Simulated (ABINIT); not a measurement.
# Be3N2 (P6_3/mmc): G0W0 with ABINIT, start to end, part 3 of 3

Wanted: ground state, empty states, screening and self-energy for Be3N2 (P6_3/mmc).

ABINIT 10.8.3; PBEsol and many-body steps on it, plane waves. Known limits of the many-body steps: not at the basis limit; coarse k mesh.

So far. Step 3 (Bands along the symmetry lines): The gap is 3.248 eV, −0.163 eV from the run before at this level. Step 4 (Empty states on the mesh, 3×3×1 mesh, 183 bands): On this mesh the gap is 4.575 eV. The earlier step found 3.410 eV, so this mesh misses an edge.

## Step 5: Screening, 3×3×1 mesh, 167 bands, screening to 130.6 eV

The RPA dielectric matrix is built and inverted for each q.

This step: RPA screening on PBEsol, plane waves, norm-conserving pseudopotentials.

File run.abi:

```
acell 3*1.0 Angstrom
rprim 
  2.841679226310 0.000000000023 0.000000000000
  -1.420839613175 2.460966399380 0.000000000000
  0.000000000000 0.000000000000 9.746841010000
ntypat 2
znucl 4 7
natom 10
typat 1 1 1 1 1 1 2 2 2 2
xred 
  0.333333333333 0.666666666667 0.078485970000
  0.666666666667 0.333333333333 0.578485970000
  0.666666666667 0.333333333333 0.921514030000
  0.333333333333 0.666666666667 0.421514030000
  0.000000000000 0.000000000000 0.250000000000
  0.000000000000 0.000000000000 0.750000000000
  0.000000000000 0.000000000000 0.000000000000
  0.000000000000 0.000000000000 0.500000000000
  0.333333333333 0.666666666667 0.250000000000
  0.666666666667 0.333333333333 0.750000000000
pp_dirpath "pseudos"
pseudos "Be.upf, N.upf"
ecut 38
ngkpt 3 3 1
nshiftk 1
shiftk 0 0 0
kptopt 1
chksymbreak 0
istwfk *1
occopt 1
irdwfk 1
optdriver 3
nband 167
ecuteps 4.8
inclvkb 2
awtr 1
symchi 1
indata_prefix "in"
outdata_prefix "out"
tmpdata_prefix "tmp"
```

The run is started by

```sh
> OMP_NUM_THREADS=1 mpirun -n 4 abinit run.abi > log
```

Numbers of over 12 decimals in the logs are rounded to 6 here.

Output:

```text
.Version 10.8.3 of ABINIT. v10.8.2 released Aug 2026.

 Symmetries : space group P6_3/m m c (#194); Bravais hP (primitive hexag.)
[... echo of the input left out ...]
== DATASET  1 ==================================================================
-   mpi_nproc: 4, omp_nthreads: 1 (-1 if OMP is not activated)

--- !DatasetInfo
iteration_state: {dtset: 1, }
dimensions: {natom: 10, nkpt: 3, mband: 167, nsppol: 1, nspinor: 1, nspden: 1, mpw: 5169, }
cutoff_energies: {ecut:  38.0, pawecutdg:  -1.0, }
electrons: {nelect:   4.40000000E+01, charge:   0.00000000E+00, occopt:   1.00000000E+00, tsmear:   1.00000000E-02, }

 SCREENING: Calculation of the susceptibility and dielectric matrices

 Based on a program developped by R.W. Godby, V. Olevano, G. Onida, and L. Reining.
 Incorporated in ABINIT by V. Olevano, G.-M. Rignanese, and M. Torrent.
.Using double precision arithmetic ; gwpc =  8

[... cell and pseudopotentials left out ...]
--------------------------------------------------------------------------------

 ==== K-mesh for the wavefunctions ====
 Number of points in the irreducible wedge :     3
[... list of points left out ...]
 Together with 24 symmetry operations and time-reversal symmetry
 yields     9 points in the full Brillouin Zone.

 ==== Q-mesh for the screening function ====
 Number of points in the irreducible wedge :     3
[... list of points left out ...]
 Together with 24 symmetry operations and time-reversal symmetry
 yields     9 points in the full Brillouin Zone.

 setmesh: FFT mesh size selected  =    18x   18x   72
          total number of points  =        23328

 vcoul_init : cutoff-mode = AUXILIARY_FUNCTION
 q-points for optical limit:   1
     1)      0.000010    0.000020    0.000030

- screening: taking advantage of time-reversal symmetry
- Maximum band index for partially occupied states nbvw = 22
- Remaining bands to be divided among processors   nbcw = 145
- Number of bands treated by each node ~36

 Number of electrons calculated from density =   44.0000; Expected =   44.0000
 average of density, n =  0.095656
 r_s =    1.3564
 omega_plasma =   29.8340 [eV]

 calculating chi0 at frequencies [eV] :
  1    0.000000E+00    0.000000E+00
  2    0.000000E+00    2.983399E+01

--------------------------------------------------------------------------------
  q-point number  1        q = ( 0.000000, 0.000000, 0.000000) [r.l.u.]
--------------------------------------------------------------------------------
[... chi0 elements left out ...]
 For q-point:  0.000010 0.000020 0.000030
  dielectric constant =   5.1253
  dielectric constant without local fields =   5.5584

  Average fulfillment of the sum rule on Im[epsilon] for q-point    1 :     79.01  [%]
[... wings left out ...]
  q-point number  2        q = ( 0.333333, 0.000000, 0.000000) [r.l.u.]
--------------------------------------------------------------------------------
[... chi0 elements left out ...]
  Average fulfillment of the sum rule on Im[epsilon] for q-point    2 :     76.91  [%]

 [... 1 further q-points ...]
```

Wall time 14 s (4 MPI ranks of Arm Neoverse V2, shared host); peak memory 0.68 GiB.

Numbers from this step:

* ε∞ with local fields, on this mesh, along the program's q direction: 5.125
* the same without local fields: 5.558
* plasma frequency: 29.83 eV
* plane waves in the screening matrix: 241

Local fields lower ε∞ by 8 %. On a Γ-centred mesh this coarse the value itself is usually too large, while a short band sum pulls it down.

## Step 6: Self-energy, 3×3×1 mesh, 167 bands, screening to 130.6 eV

The self-energy is evaluated for the states that the input lists, and the levels follow from it, in one-shot runs by the linearised quasiparticle equation.

This step: G0W0 on PBEsol, plane waves, norm-conserving pseudopotentials.

run.abi: that of step 5 with these lines changed.

```diff
@@ -31,8 +31,19 @@
 irdwfk 1
-optdriver 3
+optdriver 4
 nband 167
+gwcalctyp 0
+ecutsigx 38
+symsigma 1
+nkptgw 3
+kptgw 
+  0.0000000000 0.0000000000 0.0000000000
+  0.3333333333 0.0000000000 0.0000000000
+  0.3333333333 0.3333333333 0.0000000000
+bdgw 
+  11 27
+  11 27
+  11 27
 ecuteps 4.8
-inclvkb 2
-awtr 1
-symchi 1
+irdscr 1
+ppmodel 1
 indata_prefix "in"
```

Output:

```text
.Version 10.8.3 of ABINIT. v10.8.2 released Aug 2026.

 Symmetries : space group P6_3/m m c (#194); Bravais hP (primitive hexag.)
[... echo of the input left out ...]
== DATASET  1 ==================================================================
-   mpi_nproc: 4, omp_nthreads: 1 (-1 if OMP is not activated)

--- !DatasetInfo
iteration_state: {dtset: 1, }
dimensions: {natom: 10, nkpt: 3, mband: 167, nsppol: 1, nspinor: 1, nspden: 1, mpw: 5169, }
cutoff_energies: {ecut:  38.0, pawecutdg:  -1.0, }
electrons: {nelect:   4.40000000E+01, charge:   0.00000000E+00, occopt:   1.00000000E+00, tsmear:   1.00000000E-02, }

 SIGMA: Calculation of the GW corrections

 Based on a program developped by R.W. Godby, V. Olevano, G. Onida, and L. Reining.
 Incorporated in ABINIT by V. Olevano, G.-M. Rignanese, and M. Torrent.
.Using double precision arithmetic ; gwpc =  8

[... cell and pseudopotentials left out ...]
--------------------------------------------------------------------------------

 ==== K-mesh for the wavefunctions ====
 Number of points in the irreducible wedge :     3
[... list of points left out ...]
 Together with 24 symmetry operations and time-reversal symmetry
 yields     9 points in the full Brillouin Zone.

 ==== Q-mesh for screening function ====
 Number of points in the irreducible wedge :     3
[... list of points left out ...]
 Together with 24 symmetry operations and time-reversal symmetry
 yields     9 points in the full Brillouin Zone.

 vcoul_init : cutoff-mode = AUXILIARY_FUNCTION
 q-points for optical limit:   1
     1)      0.000010    0.000020    0.000030
 setmesh: FFT mesh size selected  =    25x   25x  108
          total number of points  =        67500

 Number of electrons calculated from density =   44.0000; Expected =   44.0000
 average of density, n =  0.095656
 r_s =    1.3564
 omega_plasma =   29.8340 [eV]

 === KS Band Gaps ===
  >>>> For spin  1
   Minimum direct gap =   5.6488 [eV], located at k-point      :   0.3333  0.0000  0.0000
   Fundamental gap    =   4.5748 [eV], Top of valence bands at :   0.0000  0.0000  0.0000
                                       Bottom of conduction at :   0.3333  0.0000  0.0000
 SIGMA fundamental parameters:
 PLASMON POLE MODEL  1
 number of plane-waves for SigmaX                 5169
 number of plane-waves for SigmaC and W            241
 number of plane-waves for wavefunctions          5169
 number of bands                                   167
 number of independent spin polarizations            1
 number of spinorial components                      1
 number of k-points in IBZ                           3
 number of q-points in IBZ                           3
 number of symmetry operations                      24
 number of k-points in BZ                            9
 number of q-points in BZ                            9
 number of frequencies for dSigma/dE                 9
 frequency step for dSigma/dE [eV]                0.25
 number of omega for Sigma on real axis              0
 max omega for Sigma on real axis  [eV]           0.00
 zcut for avoiding poles [eV]                     0.10

 EPSILON^-1 parameters (SCR file):
 dimension of the eps^-1 matrix on file            241
 dimension of the eps^-1 matrix used               241
 number of plane-waves for wavefunctions          5169
 number of bands                                   167
 number of q-points in IBZ                           3
 number of frequencies                               2
 number of real frequencies                          1
 number of imag frequencies                          1

 matrix elements of self-energy operator (all in [eV])

 Perturbative Calculation

--- !SelfEnergy_ee
iteration_state: {dtset: 1, }
kpoint     : [   0.000,    0.000,    0.000, ]
spin       : 1
KS_gap     :    6.089
QP_gap     :    7.674
Delta_QP_KS:    1.585
data: !SigmaeeData |
     Band     E0 <VxcDFT>   SigX SigC(E0)      Z dSigC/dE  Sig(E)    E-E0       E
       11  -1.924 -13.464 -19.509   4.421   0.783  -0.277 -14.735  -1.271  -3.195
       12   0.403 -14.587 -19.809   3.820   0.798  -0.253 -15.705  -1.119  -0.716
       13   2.198 -15.193 -20.038   3.671   0.797  -0.254 -16.130  -0.937   1.261
       14   4.531 -16.874 -21.370   3.574   0.803  -0.245 -17.614  -0.741   3.790
       15   4.531 -16.874 -21.370   3.574   0.803  -0.245 -17.614  -0.741   3.790
       16   4.903 -17.178 -21.384   3.406   0.803  -0.245 -17.822  -0.643   4.259
       17   4.903 -17.178 -21.384   3.406   0.803  -0.245 -17.822  -0.643   4.259
       18   5.226 -17.107 -21.697   3.644   0.806  -0.240 -17.870  -0.763   4.463
       19   5.226 -17.107 -21.697   3.644   0.806  -0.240 -17.870  -0.763   4.463
       20   5.316 -17.199 -21.133   3.210   0.805  -0.242 -17.782  -0.582   4.734
[...]
--- !SelfEnergy_ee
iteration_state: {dtset: 1, }
kpoint     : [   0.333,    0.000,    0.000, ]
spin       : 1
KS_gap     :    5.649
QP_gap     :    7.281
Delta_QP_KS:    1.633
data: !SigmaeeData |
     Band     E0 <VxcDFT>   SigX SigC(E0)      Z dSigC/dE  Sig(E)    E-E0       E
[...]
--- !SelfEnergy_ee
iteration_state: {dtset: 1, }
kpoint     : [   0.333,    0.333,    0.000, ]
spin       : 1
KS_gap     :    5.829
QP_gap     :    7.411
Delta_QP_KS:    1.582
data: !SigmaeeData |
     Band     E0 <VxcDFT>   SigX SigC(E0)      Z dSigC/dE  Sig(E)    E-E0       E
[...]
23  10.961 -11.613  -5.985  -4.524   0.838  -0.194 -10.688   0.925  11.886
       24  11.897 -11.538  -6.095  -4.359   0.838  -0.193 -10.629   0.909  12.806
       25  11.897 -11.538  -6.095  -4.359   0.838  -0.193 -10.629   0.909  12.806
       26  13.807 -12.704  -6.688  -4.677   0.829  -0.206 -11.594   1.111  14.917
       27  13.807 -12.704  -6.688  -4.677   0.829  -0.206 -11.594   1.111  14.917

 New Fermi energy :        2.980600E-01 Ha ,    8.110627E+00 eV

 === QP Band Gaps ===
  >>>> For spin  1
   Minimum direct gap =   7.2815 [eV], located at k-point      :   0.3333  0.0000  0.0000
   Fundamental gap    =   6.1023 [eV], Top of valence bands at :   0.0000  0.0000  0.0000
                                       Bottom of conduction at :   0.3333  0.0000  0.0000

== END DATASET(S) ==============================================================
================================================================================

 -outvars: echo values of variables after computation  --------
           etotal      0.0000000000E+00
            nband         167
             nkpt           3
          spgroup         194
 [... the other variables as echoed above ...]

 Calculation completed.
```

Run time: 25 s. Hardware: 4 MPI ranks; peak memory 0.69 GiB.

This step gave:

```
G0W0 gap on the points computed              : 6.103 eV
starting gap on the mesh                     : 4.575 eV
k of the valence top                         : 0, 0, 0
k of the conduction bottom                   : 0.3333, 0, 0
Z at the valence top                         : 0.806
Z at the conduction bottom                   : 0.836
least direct G0W0 gap on the computed points : 7.282 eV
```

The gap on the mesh goes from 4.58 eV to 6.10 eV, a correction of +1.53 eV. The start differs from the 3.41 eV found before because the two sample other k points.

Limits: finite bands, cutoff and mesh; coarse k mesh. v1 is the top filled band, c1 the lowest empty one. The levels before and after the correction (eV, zero at the valence-band top of each column):

|  | conduction bottom | valence top |
| --- | --- | --- |
| Kohn-Sham | 4.58 | 0.00 |
| G0W0 | 6.10 | 0.00 |

|  | level | energy (eV) |
| --- | --- | --- |
| Kohn-Sham | Γ v3 | -0.397 |
| Kohn-Sham | Γ v2-v1 | 0.000 |
| Kohn-Sham | Γ c1 | 6.089 |
| Kohn-Sham | Γ c2 | 7.079 |
| Kohn-Sham | Γ c3 | 7.715 |
| Kohn-Sham | (0.333 0 0) v3 | -1.578 |
| Kohn-Sham | (0.333 0 0) v2 | -1.330 |
| Kohn-Sham | (0.333 0 0) v1 | -1.074 |
| Kohn-Sham | (0.333 0 0) c1 | 4.575 |
| Kohn-Sham | (0.333 0 0) c2 | 5.908 |
| Kohn-Sham | (0.333 0 0) c3 | 7.334 |
| G0W0 | Γ v3 | -0.325 |
| G0W0 | Γ v2-v1 | 0.000 |
| G0W0 | Γ c1 | 7.674 |
| G0W0 | Γ c2 | 8.857 |
| G0W0 | Γ c3 | 9.483 |
| G0W0 | (0.333 0 0) v3 | -1.697 |
| G0W0 | (0.333 0 0) v2 | -1.359 |
| G0W0 | (0.333 0 0) v1 | -1.179 |
| G0W0 | (0.333 0 0) c1 | 6.103 |
| G0W0 | (0.333 0 0) c2 | 7.508 |
| G0W0 | (0.333 0 0) c3 | 9.127 |

## Step 7: Where the time went

Times are wall times on the hardware named with each run, good to a factor of about two.

```csv
step,time,share,memory (GiB)
ground state,31 s,24 %,0.37
bands along the symmetry lines,24 s,18 %,0.37
empty states on the mesh,35 s,27 %,0.28
screening,14 s,11 %,0.68
self-energy,25 s,20 %,0.69
```

## Step 8: What came out

| Quantity | Value |
| --- | --- |
| PBEsol gap | 3.25 eV, indirect |
| G0W0 gap on the mesh | 6.10 eV |
| G0W0 gap over the zone (rigid shift) | 4.78 eV |
| GW settings | 3×3×1 mesh, 167 bands, screening to 130.6 eV, Godby-Needs plasmon pole |
| known limits | not at the basis limit; coarse k mesh |

G0W0 moves the gap on the mesh from 4.58 eV to 6.10 eV (+1.53 eV), with Z of 0.81 and 0.84 at the edges. The mesh misses the band edges by 1.33 eV in all; a rigid shift gives 4.78 eV for the zone. Local fields lower the RPA ε∞ on this mesh from 5.56 to 5.13; a Γ-centred mesh this coarse tends to raise both, most where the direct gap is narrow, while a short band sum lowers them. Bands and cutoff are finite, so the gap is not at the basis limit. The miss can reach some tenths of an eV and take either sign; the mesh is an error of its own. A denser mesh or path gives a starting gap of 3.25 eV: the GW mesh misses a band edge, so its gaps are not the fundamental one. The 3×3×1 mesh is coarse for this cell, which bears on the long-range parts of exchange and screening.

[Paths, hosts, dates, memory and timing lines, banners, echoed tables and standing remarks are left out of the program output.]

[Logs are printed without paths, hosts, clocks, repeated set-up lines and the standing remarks that a program may print on its own settings, such as how far it seeks lower states.]

[Runs of the session that timed out or met a known fault of the program may be left out.]

[Hosts, paths, dates, database ids (printed as entryN), source tags and the programs' standing remarks are cut or masked in the printed files.]

[G0W0 gaps are taken among the corrected bands and points alone; a level outside them can change the order at an edge.]

[Where Ansatz stands beside ABINIT at settings called matched, ABINIT's density can come from a denser mesh and the files from another edition; pairs whose starting gaps differed by over 0.03 eV were left out, so agreement reads better than it is.]
